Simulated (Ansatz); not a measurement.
# Resistivity from frozen vibrations: Al(111) with 4 thermally displaced layers, 2x2, part 2 of 2

Aim: the resistivity of Al at 300 K from frozen thermal displacements between perfect leads.

Ansatz 0.2.0; Ansatz plane-wave DFT, PBE, PAW files; ballistic transport by layer matching (Landauer), zero bias; PAW set soft_1.

So far, open channels per spin nearest the Fermi level: step 2 (with 4 displaced layers) 5.41.

**3. With 8 displaced layers**

Each atom of 8 layers is moved at random, by amounts drawn from a normal law 0.0966 Å wide in each direction from the Debye model (428 K) at 300 K. A fresh draw is used; the growth of the resistance with length is what counts.

System of this step: Al(111) with 8 thermally displaced layers, 2x2. The cell holds 56 atoms: 56 Al. Cell: a = 5.725 Å, b = 5.725 Å, c = 32.761 Å, α = 87.5°, β = 92.5°, γ = 120.0°. It derives from Al. Regions: lead, 24 atoms (24 Al); scattering region, 32 atoms (32 Al). The structure is stacked along c, and the current runs across the ab planes.

The input, input.yaml:

```yaml
crystal:
  lattice:
    - [5.7246940741, 0.0, 0.0]
    - [-2.862347037, 4.957730497, 0.0]
    - [-1.4311735185, 0.8262884162, 32.7193519684]
  atoms:
    - { symbol: Al, position: [0.005952381, 0.994047619, 0.0357142857] }
    - { symbol: Al, position: [0.005952381, 0.494047619, 0.0357142857] }
    - { symbol: Al, position: [0.505952381, 0.994047619, 0.0357142857] }
    - { symbol: Al, position: [0.505952381, 0.494047619, 0.0357142857] }
    - { symbol: Al, position: [0.1845238095, 0.3154761905, 0.1071428571] }
    - { symbol: Al, position: [0.1845238095, 0.8154761905, 0.1071428571] }
    - { symbol: Al, position: [0.6845238095, 0.3154761905, 0.1071428571] }
    - { symbol: Al, position: [0.6845238095, 0.8154761905, 0.1071428571] }
    - { symbol: Al, position: [0.3630952381, 0.1369047619, 0.1785714286] }
    - { symbol: Al, position: [0.3630952381, 0.6369047619, 0.1785714286] }
    - { symbol: Al, position: [0.8630952381, 0.1369047619, 0.1785714286] }
    - { symbol: Al, position: [0.8630952381, 0.6369047619, 0.1785714286] }
    - { symbol: Al, position: [0.0409860352, 0.9692600569, 0.2488783102] }
    - { symbol: Al, position: [0.0583412055, 0.4776778127, 0.2483943443] }
    - { symbol: Al, position: [0.5787580942, 0.9893878041, 0.2531842191] }
    - { symbol: Al, position: [0.5731125901, 0.4785849624, 0.2566530497] }
    - { symbol: Al, position: [0.2236897673, 0.2795058689, 0.3232083157] }
    - { symbol: Al, position: [0.1893622511, 0.7499470724, 0.3188258031] }
    - { symbol: Al, position: [0.7303726433, 0.2897303954, 0.3168948416] }
    - { symbol: Al, position: [0.6853003755, 0.773697422, 0.3208736246] }
    - { symbol: Al, position: [0.4051215711, 0.1136611071, 0.3964833807] }
    - { symbol: Al, position: [0.4081313216, 0.6136613608, 0.3896252488] }
    - { symbol: Al, position: [0.8815970696, 0.1054643965, 0.3948185356] }
    - { symbol: Al, position: [0.9172160392, 0.6123486437, 0.3951712064] }
    - { symbol: Al, position: [0.0736163418, 0.8888557448, 0.4621192221] }
    - { symbol: Al, position: [0.0901242396, 0.4349831167, 0.4598235933] }
    - { symbol: Al, position: [0.5927784461, 0.9141869645, 0.4635998387] }
    - { symbol: Al, position: [0.5885940643, 0.4379232843, 0.4600566465] }
    - { symbol: Al, position: [0.2730219255, 0.245932041, 0.5334396476] }
    - { symbol: Al, position: [0.2297061134, 0.7017962159, 0.5338031908] }
    - { symbol: Al, position: [0.7519546719, 0.2303999538, 0.5347463336] }
    - { symbol: Al, position: [0.7544501608, 0.7444878768, 0.5387261415] }
    - { symbol: Al, position: [0.4318373536, 0.0601483097, 0.6087323765] }
    - { symbol: Al, position: [0.4664629804, 0.5585488254, 0.6086563068] }
    - { symbol: Al, position: [0.9213470504, 0.0913558229, 0.6090886701] }
    - { symbol: Al, position: [0.9559149874, 0.5648388567, 0.6040655524] }
    - { symbol: Al, position: [0.1349515201, 0.9020065067, 0.6760128333] }
    - { symbol: Al, position: [0.0925417273, 0.3957360523, 0.678065658] }
    - { symbol: Al, position: [0.6509110782, 0.8752020716, 0.6770116636] }
    - { symbol: Al, position: [0.5945760293, 0.3549145021, 0.6759477702] }
    - { symbol: Al, position: [0.3178221692, 0.2060739364, 0.748204671] }
    - { symbol: Al, position: [0.276190989, 0.7193146646, 0.7519426086] }
    - { symbol: Al, position: [0.7923524192, 0.2006032389, 0.7509016298] }
    - { symbol: Al, position: [0.7917784524, 0.6947668017, 0.751836477] }
    - { symbol: Al, position: [0.4702380952, 0.0297619048, 0.8214285714] }
    - { symbol: Al, position: [0.4702380952, 0.5297619048, 0.8214285714] }
    - { symbol: Al, position: [0.9702380952, 0.0297619048, 0.8214285714] }
    - { symbol: Al, position: [0.9702380952, 0.5297619048, 0.8214285714] }
    - { symbol: Al, position: [0.1488095238, 0.8511904762, 0.8928571429] }
    - { symbol: Al, position: [0.1488095238, 0.3511904762, 0.8928571429] }
    - { symbol: Al, position: [0.6488095238, 0.8511904762, 0.8928571429] }
    - { symbol: Al, position: [0.6488095238, 0.3511904762, 0.8928571429] }
    - { symbol: Al, position: [0.3273809524, 0.1726190476, 0.9642857143] }
    - { symbol: Al, position: [0.3273809524, 0.6726190476, 0.9642857143] }
    - { symbol: Al, position: [0.8273809524, 0.1726190476, 0.9642857143] }
    - { symbol: Al, position: [0.8273809524, 0.6726190476, 0.9642857143] }
kpoints:
  mp_grid: { grid: [5, 5, 1] }
hamiltonian:
  xc: pbe
  pseudopotentials: { kind: paw, azcp: { folder: soft_1 } }
scf:
  occupations: { method: fermi_dirac, width: 0.1 }
output:
  transmission:
    leads: [[0, 4]]
    kmesh: [10, 10]
    e_range: [-0.05, 0.05]
    de: 0.05
  write_potential: true
  write_density: true
  volumetric_format: npy
```

Launch:

```
$ ansatz run input.yaml --threads 4 --pin off --max-ram 15360MiB --backend cpu --events-out ev --progress --plain --runs-dir out
```

Numbers of over 12 decimals in the logs are rounded to 6 here.

Log:

```text
[...]
Crystal: 56 atoms, lattice volume = 928.624 Å³
Basis set: ecut = 420 eV, 18271 PW (Γ)
Bands: 140, of which v1, the nominal top of the filled ones, is band 84 counted from 1 (83 counted from 0)
Symmetry: 1 space group operations
[...]
k-points: 13 of 25 (time reversal used)
[...]
SCF iter   1: F=—  HF=-30100.708693 eV  |F-HF|=—  |Δ(HF+E_count)|=         —  Δρ=2.35e-2  dr2=7.95e0  ethr=3.10e-3  ⟨swp⟩=6.8  Hψ=8622  notcnv=0  defer=65
[...]
SCF iter   7: F=-30098.414465 eV  HF=-30098.414465 eV  |F-HF|=1.11e-8  |Δ(HF+E_count)|=   6.90e-9  Δρ=1.10e-6  dr2=2.12e-8  ethr=5.95e-11  ⟨swp⟩=13.0  Hψ=7571  notcnv=0
SCF 1 converged in 7 iterations: F = -30098.414465 eV  dr2 = 2.12e-8
[...]
transmission: 222 of 2132 steps passed
transmission: 432 of 2132 steps passed
[...]
transmission: 2132 of 2132 steps passed
SCF converged after 7 iterations
Free energy (F): -30098.414465 eV
[...]
Internal energy: -30097.512904 eV  (E = F + TS)
E sigma→0 (E₀):  -30097.963684 eV
Entropy (-TS):   -0.901561 eV (-16.099 meV/atom)
Fermi energy:    7.931822 eV
[...]
--- Band table (eV; the first three rows and the last of 13) ---
  k-point 0: bands = [... 80 lower, 6.5533, 6.5829, 6.6080, 7.0451, 7.0812, 7.0868, 7.1015, 7.1977, ... 52 higher]
  k-point 1: bands = [... 80 lower, 6.9491, 7.0876, 7.1157, 7.1409, 7.1765, 7.6325, 7.6735, 7.6862, ... 52 higher]
  k-point 2: bands = [... 80 lower, 7.9328, 8.0296, 8.0684, 8.1162, 8.1469, 8.1834, 8.2480, 8.2861, ... 52 higher]
  k-point 12: bands = [... 80 lower, 7.7502, 7.9024, 7.9291, 7.9621, 7.9902, 7.9956, 8.0256, 8.0506, ... 52 higher]
--- Transmission ---
  basis      : 253 plane waves across, 41 finite elements along
  points     : 52, standing for a mesh of 10 x 10
[...]
channels       : 5.530000e0 a spin
[...]
junction   : crystal 0 to crystal 0, 0.70 to 31.08 Å
    transmission   : 4.793334e0 a spin
[...]
```

Wall time 5.3 min (4 threads of Intel Xeon Platinum 8488C (Sapphire Rapids), shared host); peak memory 3.2 GiB.

Numbers from this step:

- free energy: -30098.4145 eV
- energy at zero smearing: -30097.9637 eV
- Fermi energy: 7.932 eV
- transmission per spin nearest the Fermi level: 4.793
- open channels per spin nearest the Fermi level: 5.53
- step of the lead's potential: 4.9 meV

Per spin. Transmission, zone mean against energy, zero at the Fermi level:

| energy (eV) | transmission, zone mean |
| --- | --- |
| -0.0500 | 4.53 |
| 0.0000 | 4.79 |
| 0.0500 | 4.86 |

Over the solved energies the transmission per spin lies between 4.53 and 4.86, out of 5.42 channels of the lead on average (up to 5.59).

**4. With 12 displaced layers**

Each atom of 12 layers is moved at random, by amounts drawn from a normal law 0.0966 Å wide in each direction from the Debye model (428 K) at 300 K. A fresh draw is used; the growth of the resistance with length is what counts.

System of this step: Al(111) with 12 thermally displaced layers, 2x2. The cell holds 72 atoms: 72 Al. Cell: a = 5.725 Å, b = 5.725 Å, c = 42.068 Å, α = 90.0°, β = 90.0°, γ = 120.0°. It derives from Al. Regions: lead, 24 atoms (24 Al); scattering region, 48 atoms (48 Al). The structure is stacked along c, and the current runs across the ab planes.

The input, input.yaml:

```yaml
crystal:
  lattice:
    - [5.7246940741, 0.0, 0.0]
    - [-2.862347037, 4.957730497, 0.0]
    - [0.0, 0.0, 42.0677382451]
  atoms:
    - { symbol: Al, position: [0.0, 0.0, 0.0277777778] }
    - { symbol: Al, position: [0.0, 0.5, 0.0277777778] }
    - { symbol: Al, position: [0.5, 0.0, 0.0277777778] }
    - { symbol: Al, position: [0.5, 0.5, 0.0277777778] }
    - { symbol: Al, position: [0.1666666667, 0.3333333333, 0.0833333333] }
    - { symbol: Al, position: [0.1666666667, 0.8333333333, 0.0833333333] }
    - { symbol: Al, position: [0.6666666667, 0.3333333333, 0.0833333333] }
    - { symbol: Al, position: [0.6666666667, 0.8333333333, 0.0833333333] }
    - { symbol: Al, position: [0.3333333333, 0.1666666667, 0.1388888889] }
    - { symbol: Al, position: [0.3333333333, 0.6666666667, 0.1388888889] }
    - { symbol: Al, position: [0.8333333333, 0.1666666667, 0.1388888889] }
    - { symbol: Al, position: [0.8333333333, 0.6666666667, 0.1388888889] }
    - { symbol: Al, position: [0.9517700298, 0.9748958017, 0.1937468969] }
    - { symbol: Al, position: [0.9868327175, 0.4773253543, 0.1951989236] }
    - { symbol: Al, position: [0.5221961503, 0.008784336, 0.1949597815] }
    - { symbol: Al, position: [0.517907542, 0.5078767408, 0.1918224571] }
    - { symbol: Al, position: [0.1758247211, 0.3584823645, 0.2473892555] }
    - { symbol: Al, position: [0.1639282165, 0.8257550188, 0.2479388953] }
    - { symbol: Al, position: [0.6505898127, 0.3353007538, 0.2507237875] }
    - { symbol: Al, position: [0.6577975258, 0.8051711487, 0.2493372849] }
    - { symbol: Al, position: [0.3483839766, 0.1851060574, 0.3070990891] }
    - { symbol: Al, position: [0.3580430922, 0.6880337648, 0.3074466123] }
    - { symbol: Al, position: [0.8201491894, 0.1677970302, 0.3039187674] }
    - { symbol: Al, position: [0.7767991419, 0.6339307965, 0.3103500192] }
    - { symbol: Al, position: [0.9593227004, 0.9563342983, 0.3597687699] }
    - { symbol: Al, position: [0.0252036531, 0.4991244338, 0.3620477396] }
    - { symbol: Al, position: [0.494630341, 0.9983790874, 0.3640183078] }
    - { symbol: Al, position: [0.5125854126, 0.4983202226, 0.3631575478] }
    - { symbol: Al, position: [0.1826545982, 0.3290650032, 0.4172863297] }
    - { symbol: Al, position: [0.1644451188, 0.8203180455, 0.4193081528] }
    - { symbol: Al, position: [0.6578169677, 0.3212689648, 0.4128203978] }
    - { symbol: Al, position: [0.660178295, 0.8630414558, 0.4140500052] }
    - { symbol: Al, position: [0.3370031138, 0.1595163762, 0.4733958163] }
    - { symbol: Al, position: [0.3359325544, 0.6515482652, 0.4715523369] }
    - { symbol: Al, position: [0.8361245145, 0.1688975217, 0.4721567868] }
    - { symbol: Al, position: [0.8341787027, 0.6789246163, 0.4752452212] }
    - { symbol: Al, position: [0.0019089963, 0.9855855396, 0.528686555] }
    - { symbol: Al, position: [0.0055257753, 0.5089903696, 0.532012042] }
    - { symbol: Al, position: [0.4962794335, 0.9997759954, 0.5257427994] }
    - { symbol: Al, position: [0.4895843602, 0.4889156099, 0.5314496944] }
    - { symbol: Al, position: [0.1662243943, 0.3221950432, 0.5877618304] }
    - { symbol: Al, position: [0.1526527543, 0.8501066853, 0.5856658062] }
    - { symbol: Al, position: [0.6738039041, 0.3282473087, 0.5830363474] }
    - { symbol: Al, position: [0.668528449, 0.8486423883, 0.5779880148] }
    - { symbol: Al, position: [0.326190237, 0.16962583, 0.6375550043] }
    - { symbol: Al, position: [0.3003130231, 0.6619374965, 0.6371556379] }
    - { symbol: Al, position: [0.8604381951, 0.1938815634, 0.6390481296] }
    - { symbol: Al, position: [0.7988016592, 0.6628457749, 0.6367678411] }
    - { symbol: Al, position: [0.0279738082, 0.0329416929, 0.6951729995] }
    - { symbol: Al, position: [0.0490750129, 0.5294964687, 0.6960431117] }
    - { symbol: Al, position: [0.4875250238, 0.0040681614, 0.691370752] }
    - { symbol: Al, position: [0.5217367053, 0.5046493974, 0.6978846273] }
    - { symbol: Al, position: [0.1561849136, 0.2981944264, 0.7518078643] }
    - { symbol: Al, position: [0.2024065792, 0.8685683845, 0.7481046211] }
    - { symbol: Al, position: [0.6556478209, 0.3374603223, 0.7479147596] }
    - { symbol: Al, position: [0.6366160415, 0.8147812158, 0.7562651425] }
    - { symbol: Al, position: [0.3162336947, 0.1493136399, 0.8047940205] }
    - { symbol: Al, position: [0.3488384821, 0.6938797315, 0.8079656847] }
    - { symbol: Al, position: [0.8498137672, 0.169532765, 0.8061501819] }
    - { symbol: Al, position: [0.8106156157, 0.6393184258, 0.8104657676] }
    - { symbol: Al, position: [0.0, 0.0, 0.8611111111] }
    - { symbol: Al, position: [0.0, 0.5, 0.8611111111] }
    - { symbol: Al, position: [0.5, 0.0, 0.8611111111] }
    - { symbol: Al, position: [0.5, 0.5, 0.8611111111] }
    - { symbol: Al, position: [0.1666666667, 0.3333333333, 0.9166666667] }
    - { symbol: Al, position: [0.1666666667, 0.8333333333, 0.9166666667] }
    - { symbol: Al, position: [0.6666666667, 0.3333333333, 0.9166666667] }
    - { symbol: Al, position: [0.6666666667, 0.8333333333, 0.9166666667] }
    - { symbol: Al, position: [0.3333333333, 0.1666666667, 0.9722222222] }
    - { symbol: Al, position: [0.3333333333, 0.6666666667, 0.9722222222] }
    - { symbol: Al, position: [0.8333333333, 0.1666666667, 0.9722222222] }
    - { symbol: Al, position: [0.8333333333, 0.6666666667, 0.9722222222] }
kpoints:
  mp_grid: { grid: [5, 5, 1] }
hamiltonian:
  xc: pbe
  pseudopotentials: { kind: paw, azcp: { folder: soft_1 } }
scf:
  occupations: { method: fermi_dirac, width: 0.1 }
output:
  transmission:
    leads: [[0, 4]]
    kmesh: [10, 10]
    e_range: [-0.05, 0.05]
    de: 0.05
  write_potential: true
  write_density: true
  volumetric_format: npy
```

Log:

```text
[...]
Crystal: 72 atoms, lattice volume = 1193.945 Å³
Basis set: ecut = 420 eV, 23469 PW (Γ)
Bands: 180, of which v1, the nominal top of the filled ones, is band 108 counted from 1 (107 counted from 0)
Symmetry: 1 space group operations
[...]
k-points: 13 of 25 (time reversal used)
[...]
SCF iter   1: F=—  HF=-38700.346733 eV  |F-HF|=—  |Δ(HF+E_count)|=         —  Δρ=2.40e-2  dr2=1.05e1  ethr=3.10e-3  ⟨swp⟩=6.2  Hψ=10767  notcnv=0  defer=114
[...]
SCF iter   7: F=-38697.101980 eV  HF=-38697.101980 eV  |F-HF|=5.54e-8  |Δ(HF+E_count)|=   2.35e-8  Δρ=1.47e-6  dr2=7.77e-8  ethr=4.63e-11  ⟨swp⟩=14.4  Hψ=10199  notcnv=0
SCF 1 converged in 7 iterations: F = -38697.101980 eV  dr2 = 7.77e-8
[...]
transmission: 273 of 2704 steps passed
transmission: 549 of 2704 steps passed
[...]
transmission: 2704 of 2704 steps passed
SCF converged after 7 iterations
Free energy (F): -38697.101980 eV
[...]
Internal energy: -38695.902571 eV  (E = F + TS)
E sigma→0 (E₀):  -38696.502275 eV
Entropy (-TS):   -1.199409 eV (-16.658 meV/atom)
Fermi energy:    7.938960 eV
[...]
--- Band table (eV; the first three rows and the last of 13) ---
  k-point 0: bands = [... 104 lower, 6.5925, 6.6061, 6.6463, 6.8123, 6.8471, 6.8542, 6.8712, 6.9059, ... 68 higher]
  k-point 1: bands = [... 104 lower, 6.9183, 6.9731, 7.1166, 7.1450, 7.1753, 7.2281, 7.2863, 7.4394, ... 68 higher]
  k-point 2: bands = [... 104 lower, 7.9836, 8.0034, 8.0469, 8.0542, 8.0956, 8.1115, 8.1500, 8.1981, ... 68 higher]
  k-point 12: bands = [... 104 lower, 7.7415, 7.8908, 7.9108, 7.9487, 7.9670, 8.0019, 8.0178, 8.0450, ... 68 higher]
--- Transmission ---
  basis      : 253 plane waves across, 52 finite elements along
  points     : 52, standing for a mesh of 10 x 10
[...]
channels       : 5.590000e0 a spin
[...]
junction   : crystal 0 to crystal 0, 0.70 to 40.43 Å
    transmission   : 4.572097e0 a spin
[...]
```

Wall time 6.9 min (4 threads); peak memory 4.9 GiB; 22 min of CPU time.

This step gave:

```
free energy                                    : -38697.1020 eV
energy at zero smearing                        : -38696.5023 eV
Fermi energy                                   : 7.939 eV
transmission per spin nearest the Fermi level  : 4.572
open channels per spin nearest the Fermi level : 5.59
step of the lead's potential                   : 8.1 meV
```

Per spin. The transmission, zone mean by energy, zero at the Fermi level:

| energy (eV) | transmission, zone mean |
| --- | --- |
| -0.0500 | 4.42 |
| 0.0000 | 4.57 |
| 0.0500 | 4.53 |

Over the solved energies the transmission per spin lies between 4.42 and 4.57, out of 5.49 channels of the lead on average (up to 5.59).

**5. Resistance against length**

This step: Ansatz plane-wave DFT, PBE, PAW files; ballistic transport by layer matching (Landauer), zero bias; resistivity from the slope of the area resistance; PAW set soft_1 (Ansatz 0.2.0).

Numbers from this step:

| Property | Result |
| --- | --- |
| resistivity | 5.907 µΩ cm |
| intercept | -0.01725 fΩ m² |
| scatter about the fit | 0.004472 fΩ m² |

Resistance, by row:

| run | length (Å) | T | channels N | RA (fΩ m²) |
| --- | --- | --- | --- | --- |
| n4 | 9.348 | 5.164 | 5.43 | 0.03481 |
| n8 | 18.7 | 4.727 | 5.423 | 0.09952 |
| n12 | 28.05 | 4.508 | 5.49 | 0.1453 |

Table of area resistance by length of the displaced region:

| length of the displaced region (Å) | area resistance (fΩ m²) |
| --- | --- |
| 9.35 | 0.0348 |
| 18.70 | 0.0995 |
| 28.05 | 0.145 |

The area resistance goes from 0.035 to 0.15 fΩ m² between 9.3 and 28.0 Å, a slope of 5.9 µΩ cm.

By hand from the end points: (0.1453 − 0.03481) fΩ m² / (28.05 − 9.35) Å = 5.9 µΩ cm, since 1 fΩ m² per Å is 1000 µΩ cm.

**6. Summary of results**

| Quantity | Value |
| --- | --- |
| resistivity from the slope | 5.91 µΩ cm |
| area resistance over 9.35 Å | 0.0348 fΩ m² |
| area resistance over 18.7 Å | 0.0995 fΩ m² |
| area resistance over 28.0 Å | 0.145 fΩ m² |

**Reading.** The slope gives 5.9 µΩ cm. The points scatter by 0.0045 fΩ m² about the line, with one random draw a length in a 2x2 cell, so the slope is a rough value. The mean square of the displacements drawn is 0.78, 0.91 and 1.0 of the nominal one at the three lengths; with each resistance scaled back by that, the slope is 5.2 µΩ cm, the value used below. The lead's own channel count moves between the runs (5.43, 5.42 and 5.49), which shifts RA and the slope too. Read with a model of isotropic scattering on a spherical Fermi surface and the lead's 1.5×10¹⁵ S/m², this slope means a mean free path near 110 Å; over these lengths the model's slope is 1.13 times its bulk resistivity, which would be 4.6 µΩ cm. Uncorrelated displacements put too much weight on short waves, which scatter strongly; with the sideways repeat of a small cell, one draw and three short lengths, the method is good to a factor of two or three. The measured value is 2.733 µΩ cm (CRC Handbook of Chemistry and Physics, 84th ed., 2003, Electrical Resistivity of Pure Metals); the scaled slope is 1.9 times that and the corrected value 1.7: clearly high.

[Logs are printed without paths, hosts, clocks, repeated set-up lines and the standing remarks that a program may print on its own settings, such as how far it seeks lower states.]

[Hosts, paths, dates, database ids (printed as entryN), source tags and the programs' standing remarks are cut or masked in the printed files.]
